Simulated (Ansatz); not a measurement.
# Elastic response of glassy 91GeO2-6Al2O3-3Sc2O3 (mol %) (102 atoms), part 2 of 4

Aim: relax glassy 91GeO2-6Al2O3-3Sc2O3 (mol %) (102 atoms), then change its volume and shape to read moduli from the stress.

Ansatz 0.2.0; Kohn-Sham DFT, PBE, PAW (set soft_1), plane waves; PAW set soft_1.

The cell: 29 Ge, 4 Al, 2 Sc and 67 O. The quench rate of 50 K/ps is many orders above laboratory rates. The network of bonds at the start is that of the classical potential that made the cell. Only the Γ point is sampled.

So far. Step 2 (Single point at the start): The r.m.s. force at the start is 1.3 eV/Å.

### 3. Cell and atoms relaxed

The cell is relaxed with the atoms, since the starting lattice needn't suit this functional.

The input, input.yaml:

```yaml
crystal:
  lattice:
    - [11.37571, 0.0, 0.0]
    - [0.0, 11.37571, 0.0]
    - [0.0, 0.0, 11.37571]
  atoms:
    [... the 102 atom lines of step 2 ...]
kpoints:
  mp_grid: { grid: [1, 1, 1] }
hamiltonian:
  xc: pbe
  pseudopotentials: { kind: paw, azcp: { folder: soft_1 } }
scf:
  occupations: { method: gaussian, width: 0.025 }
output:
  forces: true
relax:
  f_tol: 0.05
  max_steps: 150
  cell: {}
```

The run is started by

```
> ansatz run input.yaml --threads 4 --pin off --max-ram 8192MiB --backend cpu --events-out ev --progress --plain --runs-dir out
```

The log of the run:

```text
[...]
Crystal: 102 atoms, lattice volume = 1472.094 Å³
Basis set: ecut = 420 eV, 28671 PW (Γ), exchange–correlation on 160×160×160 points (8 copies of the dense FFT grid, shifted against one another)
Bands: 523, of which v1, the nominal top of the filled ones, is band 421 counted from 1 (420 counted from 0)
Symmetry: 1 space group operations
[...]
k-points: 1
[...]
SCF iter   1: F=—  HF=-169024.501064 eV  |F-HF|=—  |Δ(HF+E_count)|=         —  Δρ=1.05e-1  dr2=1.22e2  ethr=3.10e-3  ⟨swp⟩=6.0  Hψ=2053  notcnv=0  defer=48
[...]
SCF iter  13: F=-168989.287613 eV  HF=-168989.287613 eV  |F-HF|=2.48e-8  |Δ(HF+E_count)|=   3.49e-7  Δρ=2.33e-6  dr2=8.91e-8  ethr=1.19e-11  ⟨swp⟩=4.0  Hψ=1570  notcnv=0
SCF 1 converged in 13 iterations: F = -168989.287613 eV  dr2 = 8.91e-8
[...]
relax step   1: F+E_penalty+E_count = -168989.28761254 eV  Δ(F+E_penalty+E_count) = +0.000e0 eV  max|allowed force component| = 4.306e0 eV/Å  Δτ_max = 0.0000 Å  P = +6.925 GPa  Ω = 1472.094 Å³  (13 SCF iters, dr2 threshold 1.00e-7 eV, accepted)
[... from here on, the SCF cycles and remarks between the steps are left out ...]
relax step   2: F+E_penalty+E_count = -168996.65571959 eV  Δ(F+E_penalty+E_count) = -7.368e0 eV  max|allowed force component| = 2.664e0 eV/Å  Δτ_max = 0.1689 Å  P = +2.925 GPa  Ω = 1494.341 Å³  energy of the carried Pulay correction = -6.378e-2 eV  (9 SCF iters, dr2 threshold 1.02e-5 eV, accepted)
relax step   3: F+E_penalty+E_count = -169000.66572455 eV  Δ(F+E_penalty+E_count) = -4.010e0 eV  max|allowed force component| = 9.233e-1 eV/Å  Δτ_max = 0.1916 Å  P = -0.339 GPa  Ω = 1497.776 Å³  energy of the carried Pulay correction = -7.354e-2 eV  (9 SCF iters, dr2 threshold 1.02e-5 eV, accepted)
relax step   4: F+E_penalty+E_count = -169001.93312922 eV  Δ(F+E_penalty+E_count) = -1.267e0 eV  max|allowed force component| = 5.409e-1 eV/Å  Δτ_max = 0.2000 Å  P = -0.148 GPa  Ω = 1478.545 Å³  energy of the carried Pulay correction = -1.859e-2 eV  (8 SCF iters, dr2 threshold 1.02e-5 eV, accepted)
relax step   5: F+E_penalty+E_count = -169002.66617902 eV  Δ(F+E_penalty+E_count) = -7.330e-1 eV  max|allowed force component| = 5.628e-1 eV/Å  Δτ_max = 0.1931 Å  P = -0.474 GPa  Ω = 1460.325 Å³  energy of the carried Pulay correction = +3.413e-2 eV  (8 SCF iters, dr2 threshold 1.02e-5 eV, accepted)
relax step   6: F+E_penalty+E_count = -169002.89479379 eV  Δ(F+E_penalty+E_count) = -2.286e-1 eV  max|allowed force component| = 2.766e-1 eV/Å  Δτ_max = 0.0915 Å  P = +0.059 GPa  Ω = 1452.040 Å³  energy of the carried Pulay correction = +5.833e-2 eV  (7 SCF iters, dr2 threshold 1.02e-5 eV, accepted)
relax step   7: F+E_penalty+E_count = -169003.15406599 eV  Δ(F+E_penalty+E_count) = -2.593e-1 eV  max|allowed force component| = 2.243e-1 eV/Å  Δτ_max = 0.2000 Å  P = +0.077 GPa  Ω = 1447.002 Å³  energy of the carried Pulay correction = +7.310e-2 eV  (8 SCF iters, dr2 threshold 4.78e-6 eV, accepted)
relax step   8: F+E_penalty+E_count = -169003.28218429 eV  Δ(F+E_penalty+E_count) = -1.281e-1 eV  max|allowed force component| = 1.574e-1 eV/Å  Δτ_max = 0.2000 Å  P = +0.054 GPa  Ω = 1443.914 Å³  energy of the carried Pulay correction = +8.219e-2 eV  (8 SCF iters, dr2 threshold 3.14e-6 eV, accepted)
relax step   9: F+E_penalty+E_count = -169003.30631793 eV  Δ(F+E_penalty+E_count) = -2.413e-2 eV  max|allowed force component| = 3.677e-1 eV/Å  Δτ_max = 0.1935 Å  P = -0.197 GPa  Ω = 1441.560 Å³  energy of the carried Pulay correction = +8.913e-2 eV  (8 SCF iters, dr2 threshold 1.55e-6 eV, accepted)
relax step  10: F+E_penalty+E_count = -169003.35066042 eV  Δ(F+E_penalty+E_count) = -4.434e-2 eV  max|allowed force component| = 1.683e-1 eV/Å  Δτ_max = 0.2000 Å  P = -0.057 GPa  Ω = 1437.567 Å³  energy of the carried Pulay correction = +1.009e-1 eV  (8 SCF iters, dr2 threshold 8.45e-6 eV, accepted)
relax step  11: F+E_penalty+E_count = -169003.10195680 eV  Δ(F+E_penalty+E_count) = +2.487e-1 eV  max|allowed force component| = 6.100e-1 eV/Å  Δτ_max = 0.2000 Å  P = +0.075 GPa  Ω = 1436.981 Å³  energy of the carried Pulay correction = +1.027e-1 eV  (9 SCF iters, dr2 threshold 1.77e-6 eV, rejected (line search))
relax step  12: F+E_penalty+E_count = -169003.37722675 eV  Δ(F+E_penalty+E_count) = -2.657e-2 eV  max|allowed force component| = 2.174e-1 eV/Å  Δτ_max = 0.0963 Å  P = +0.122 GPa  Ω = 1435.990 Å³  energy of the carried Pulay correction = +1.056e-1 eV  (13 SCF iters, accepted)
relax step  13: F+E_penalty+E_count = -169003.38459626 eV  Δ(F+E_penalty+E_count) = -7.370e-3 eV  max|allowed force component| = 2.894e-1 eV/Å  Δτ_max = 0.1000 Å  P = -0.067 GPa  Ω = 1434.559 Å³  energy of the carried Pulay correction = +1.098e-1 eV  (8 SCF iters, dr2 threshold 2.95e-6 eV, accepted)
relax step  14: F+E_penalty+E_count = -169003.39674983 eV  Δ(F+E_penalty+E_count) = -1.215e-2 eV  max|allowed force component| = 9.499e-2 eV/Å  Δτ_max = 0.0326 Å  P = -0.002 GPa  Ω = 1434.450 Å³  energy of the carried Pulay correction = +1.101e-1 eV  (6 SCF iters, dr2 threshold 5.23e-6 eV, accepted)
relax step  15: F+E_penalty+E_count = -169003.38640046 eV  Δ(F+E_penalty+E_count) = +1.035e-2 eV  max|allowed force component| = 2.585e-1 eV/Å  Δτ_max = 0.0787 Å  P = -0.045 GPa  Ω = 1434.581 Å³  energy of the carried Pulay correction = +1.098e-1 eV  (9 SCF iters, dr2 threshold 5.64e-7 eV, rejected (line search))
relax step  16: F+E_penalty+E_count = -169003.40418804 eV  Δ(F+E_penalty+E_count) = -7.438e-3 eV  max|allowed force component| = 5.091e-2 eV/Å  Δτ_max = 0.0382 Å  P = -0.013 GPa  Ω = 1433.738 Å³  energy of the carried Pulay correction = +1.123e-1 eV  (12 SCF iters, accepted)
relax step  17: F+E_penalty+E_count = -169003.42130657 eV  Δ(F+E_penalty+E_count) = -1.712e-2 eV  max|allowed force component| = 6.754e-2 eV/Å  Δτ_max = 0.0926 Å  P = +0.028 GPa  Ω = 1430.167 Å³  energy of the carried Pulay correction = +1.229e-1 eV  (9 SCF iters, dr2 threshold 1.62e-7 eV, accepted)
relax step  18: F+E_penalty+E_count = -169003.42555002 eV  Δ(F+E_penalty+E_count) = -4.243e-3 eV  max|allowed force component| = 5.690e-2 eV/Å  Δτ_max = 0.0265 Å  P = -0.019 GPa  Ω = 1429.651 Å³  energy of the carried Pulay correction = +1.244e-1 eV  (8 SCF iters, dr2 threshold 2.85e-7 eV, accepted)
relax step  19: F+E_penalty+E_count = -169003.42556044 eV  Δ(F+E_penalty+E_count) = -1.042e-5 eV  max|allowed force component| = 5.698e-2 eV/Å  Δτ_max = 0.0004 Å  P = -0.019 GPa  Ω = 1429.652 Å³  energy of the carried Pulay correction = +1.244e-1 eV  (4 SCF iters, dr2 threshold 2.02e-7 eV, accepted)
relax step  20: F+E_penalty+E_count = -169003.42418463 eV  Δ(F+E_penalty+E_count) = +1.376e-3 eV  max|allowed force component| = 5.151e-2 eV/Å  Δτ_max = 0.0365 Å  P = +0.005 GPa  Ω = 1429.958 Å³  energy of the carried Pulay correction = +1.235e-1 eV  (8 SCF iters, dr2 threshold 2.03e-7 eV, rejected (line search))
relax step  21: F+E_penalty+E_count = -169003.42755217 eV  Δ(F+E_penalty+E_count) = -1.992e-3 eV  max|allowed force component| = 5.817e-2 eV/Å  Δτ_max = 0.0183 Å  P = -0.023 GPa  Ω = 1429.727 Å³  energy of the carried Pulay correction = +1.242e-1 eV  (11 SCF iters, accepted)
relax step  22: F+E_penalty+E_count = -169003.43097203 eV  Δ(F+E_penalty+E_count) = -3.420e-3 eV  max|allowed force component| = 5.391e-2 eV/Å  Δτ_max = 0.0070 Å  P = +0.043 GPa  Ω = 1428.689 Å³  energy of the carried Pulay correction = +1.273e-1 eV  (7 SCF iters, dr2 threshold 2.11e-7 eV, accepted)
relax step  23: F+E_penalty+E_count = -169003.42999654 eV  Δ(F+E_penalty+E_count) = +9.755e-4 eV  max|allowed force component| = 1.383e-2 eV/Å  Δτ_max = 0.0027 Å  P = +0.000 GPa  Ω = 1429.243 Å³  energy of the carried Pulay correction = +1.256e-1 eV  (6 SCF iters, dr2 threshold 1.82e-7 eV, accepted)
relax step  24: F+E_penalty+E_count = -169003.39399589 eV  Δ(F+E_penalty+E_count) = +3.600e-2 eV  max|allowed force component| = 1.308e-2 eV/Å  Δτ_max = 0.0000 Å  P = -0.117 GPa  Ω = 1429.243 Å³  stress off target by 2.59e-1 GPa  SCF on the basis re-selected at this cell (its energy is not comparable with the rows above)  (7 SCF iters)
relax step  25: F+E_penalty+E_count = -169003.40425163 eV  Δ(F+E_penalty+E_count) = -1.026e-2 eV  max|allowed force component| = 2.612e-2 eV/Å  Δτ_max = 0.0109 Å  P = +0.073 GPa  Ω = 1426.235 Å³  energy of the carried Pulay correction = +7.529e-3 eV  (7 SCF iters, dr2 threshold 1.68e-7 eV, accepted)
relax step  26: F+E_penalty+E_count = -169003.40350501 eV  Δ(F+E_penalty+E_count) = +7.466e-4 eV  max|allowed force component| = 1.369e-2 eV/Å  Δτ_max = 0.0054 Å  P = +0.017 GPa  Ω = 1426.939 Å³  energy of the carried Pulay correction = +5.764e-3 eV  (8 SCF iters, dr2 threshold 4.00e-8 eV, accepted)
relax step  27: F+E_penalty+E_count = -169003.39581276 eV  Δ(F+E_penalty+E_count) = +7.692e-3 eV  max|allowed force component| = 1.371e-2 eV/Å  Δτ_max = 0.0000 Å  P = +0.014 GPa  Ω = 1426.939 Å³  stress off target by 1.97e-2 GPa  SCF on the basis re-selected at this cell (its energy is not comparable with the rows above)  (5 SCF iters)
[...]
SCF converged after 5 iterations
Free energy (F): -169003.395813 eV
[...]
Internal energy: -169003.395813 eV  (E = F + TS)
E sigma→0 (E₀):  -169003.395813 eV
Fermi energy:    5.305948 eV
[...]
--- Forces (eV/Å), atoms counted from 1 ---
  atom   1  Ge     0.00195513     0.00271584     0.00029314
  atom   2  Ge     0.00245892    -0.00004173     0.00060150
  atom   3  Ge     0.00044742     0.00224311    -0.00582829
  atom   4  Ge    -0.00027345     0.00784965    -0.00067143
  atom   5  Ge     0.00183128     0.00488088     0.00308127
  atom   6  Ge    -0.00507699     0.00679322    -0.00108307
  atom   7  Ge    -0.00105027    -0.00674391     0.01253268
  atom   8  Ge     0.00105543     0.00340561    -0.01211402
  atom   9  Ge    -0.00111792    -0.00108386    -0.00305280
  atom  10  Ge    -0.00250060     0.00090219     0.00243311
  atom  11  Ge    -0.00308762    -0.00182016    -0.00217797
  atom  12  Ge    -0.01138698     0.00135238    -0.00822264
  atom  13  Ge     0.00198230    -0.00129231    -0.00470048
  atom  14  Ge     0.00155003     0.00165562    -0.00171139
[...]
atom 101  O      0.00197840     0.00220963    -0.00426847
  atom 102  O     -0.00067515    -0.00552109     0.00003466
  max |Σ_I F_I| component: 8.87e-6 eV/Å
--- Stress (GPa, compression-positive) ---
        0.007717       0.000718      -0.001510
        0.000714       0.019608       0.000591
       -0.001512       0.000592       0.013965
  P = ⅓ Tr σ = 0.0138 GPa (0.138 kbar)
--- Relaxed structure (25 steps of the walk, 22 accepted, 2 SCFs on fresh bases) ---
  F+E_penalty+E_count = -169003.39581276 eV   max|allowed force component| = 1.371e-2 eV/Å   (the final SCF, on the basis selected at the relaxed cell)
  cell:  # Å, volume = 1426.9388 Å³
    - [11.093184, -0.111649, -0.267102]
    - [-0.111649, 11.236873, -0.203072]
    - [-0.267102, -0.203072, 11.458660]
  atoms:
    - { symbol: Ge, position: [0.345814, 0.947889, 0.923167] }
    - { symbol: Ge, position: [0.142767, 0.827191, 0.095646] }
    - { symbol: Ge, position: [0.172627, 0.735540, 0.596179] }
    - { symbol: Ge, position: [0.779263, 0.568599, 0.014103] }
[...]
- { symbol: O, position: [0.819629, 0.216941, 0.871483] }
```

Run time: 6.1 min. Hardware: 4 threads of Intel Xeon Platinum 8375C at 2.90GHz (Ice Lake), shared host; peak memory 2.6 GiB; 23 min of CPU time.

The relaxation converged after 25 steps, with a largest force component of 0.014 eV/Å.

### 4. Single point at the relaxed geometry

One more single point at the end of the walk gives the fuller output and checks the residual forces.

The input, input.yaml:

```yaml
crystal:
  lattice:
    - [11.09318, -0.11165, -0.2671]
    - [-0.11165, 11.23687, -0.20307]
    - [-0.2671, -0.20307, 11.45866]
  atoms:
    - { symbol: Ge, position: [0.34581, 0.94789, 0.92317] }
    - { symbol: Ge, position: [0.14277, 0.82719, 0.09565] }
    - { symbol: Ge, position: [0.17263, 0.73554, 0.59618] }
    - { symbol: Ge, position: [0.77926, 0.5686, 0.0141] }
    - { symbol: Ge, position: [0.03141, 0.80466, 0.35632] }
    - { symbol: Ge, position: [0.92771, 0.44345, 0.21094] }
    [... 90 atom lines left out ...]
    - { symbol: O, position: [0.26747, 0.45409, 0.04638] }
    - { symbol: O, position: [0.96068, 0.09915, 0.02198] }
    - { symbol: O, position: [0.88617, 0.04573, 0.63082] }
    - { symbol: O, position: [0.72538, 0.86574, 0.25982] }
    - { symbol: O, position: [0.12787, 0.06854, 0.62134] }
    - { symbol: O, position: [0.81963, 0.21694, 0.87148] }
kpoints:
  mp_grid: { grid: [1, 1, 1] }
hamiltonian:
  xc: pbe
  pseudopotentials: { kind: paw, azcp: { folder: soft_1 } }
scf:
  occupations: { method: gaussian, width: 0.025 }
output:
  forces: true
  stress: true
  populations: true
  dos:
    method: { smearing: { sigma: 0.1 } }
    de: 0.1
    projected: { site_lists: { Al: [Al], Ge: [Ge], O: [O], Sc: [Sc] } }
  eigenvalues: true
  write_density: true
  write_potential: true
  volumetric_format: npy
  elf: true
```

The log of the run:

```text
[...]
Crystal: 102 atoms, lattice volume = 1426.938 Å³
Basis set: ecut = 420 eV, 27907 PW (Γ), exchange–correlation on 150×160×160 points (8 copies of the dense FFT grid, shifted against one another)
Bands: 523, of which v1, the nominal top of the filled ones, is band 421 counted from 1 (420 counted from 0)
Symmetry: 1 space group operations
[...]
k-points: 1
[...]
SCF iter   1: F=—  HF=-169032.672505 eV  |F-HF|=—  |Δ(HF+E_count)|=         —  Δρ=9.84e-2  dr2=1.02e2  ethr=3.10e-3  ⟨swp⟩=6.0  Hψ=2049  notcnv=0  defer=34
[...]
SCF iter  13: F=-169003.395810 eV  HF=-169003.395810 eV  |F-HF|=2.16e-8  |Δ(HF+E_count)|=   3.26e-8  Δρ=1.45e-6  dr2=3.35e-8  ethr=1.19e-11  ⟨swp⟩=16.0  Hψ=4491  notcnv=0
SCF 1 converged in 13 iterations: F = -169003.395810 eV  dr2 = 3.35e-8
[...]
SCF converged after 13 iterations
Free energy (F): -169003.395810 eV
[...]
Internal energy: -169003.395810 eV  (E = F + TS)
E sigma→0 (E₀):  -169003.395810 eV
Fermi energy:    5.306012 eV
[...]
--- Forces (eV/Å), atoms counted from 1 ---
  atom   1  Ge     0.00239985     0.00283331    -0.00003639
  atom   2  Ge     0.00156830     0.00081516    -0.00136388
  atom   3  Ge    -0.00065247     0.00275439    -0.00579491
  atom   4  Ge     0.00189844     0.00642134     0.00070742
  atom   5  Ge     0.00301062     0.00473915     0.00164115
  atom   6  Ge    -0.00572891     0.00632407    -0.00295182
  atom   7  Ge    -0.00194599    -0.00800545     0.01285739
  atom   8  Ge     0.00135236     0.00166219    -0.01332588
  atom   9  Ge    -0.00020984    -0.00154658    -0.00219151
  atom  10  Ge    -0.00291306     0.00252792     0.00282514
  atom  11  Ge    -0.00321447    -0.00238255    -0.00404666
  atom  12  Ge    -0.01165880     0.00215607    -0.00865478
  atom  13  Ge     0.00109990    -0.00008093    -0.00386928
  atom  14  Ge     0.00274990     0.00219813    -0.00221938
[...]
atom 101  O      0.00156013     0.00231053    -0.00420066
  atom 102  O     -0.00173229    -0.00499440     0.00007627
  max |Σ_I F_I| component: 3.30e-5 eV/Å
--- Stress (GPa, compression-positive) ---
        0.008330       0.001584      -0.001964
        0.001581       0.020096       0.001020
       -0.001966       0.001021       0.013257
  P = ⅓ Tr σ = 0.0139 GPa (0.139 kbar)
--- Band table (eV) ---
[...]
--- Löwdin populations: 102 sites ---
  site symbol       q [e]
     0     Ge     12.5016
     1     Ge     12.5036
     2     Ge     12.5271
[...]
101      O      6.6786
  spilling = 0.006089 (of n_electrons = 842.000000)
```

Wall time 25 s (4 threads); peak memory 2.5 GiB; 93 s of CPU time.

The run gave:

- free energy: -169003.3958 eV
- free energy per atom: -1656.8960 eV/atom
- SCF cycles: 13
- pressure: 0.01389 GPa
- r.m.s. force component: 0.00453 eV/Å
- longest force: 0.01805 eV/Å
- Fermi energy: 5.306 eV
- gap (highest filled to lowest empty level): 2.214 eV
- spilling of the projection: 0.006089

(Continued in part 3 of 4.)

[Long decimals in the printed logs are rounded to 6 places.]

[Logs are printed without paths, hosts, clocks, repeated set-up lines and the standing remarks that a program may print on its own settings, such as how far it seeks lower states.]

[Hosts, paths, dates, database ids (printed as entryN), source tags and the programs' standing remarks are cut or masked in the printed files.]
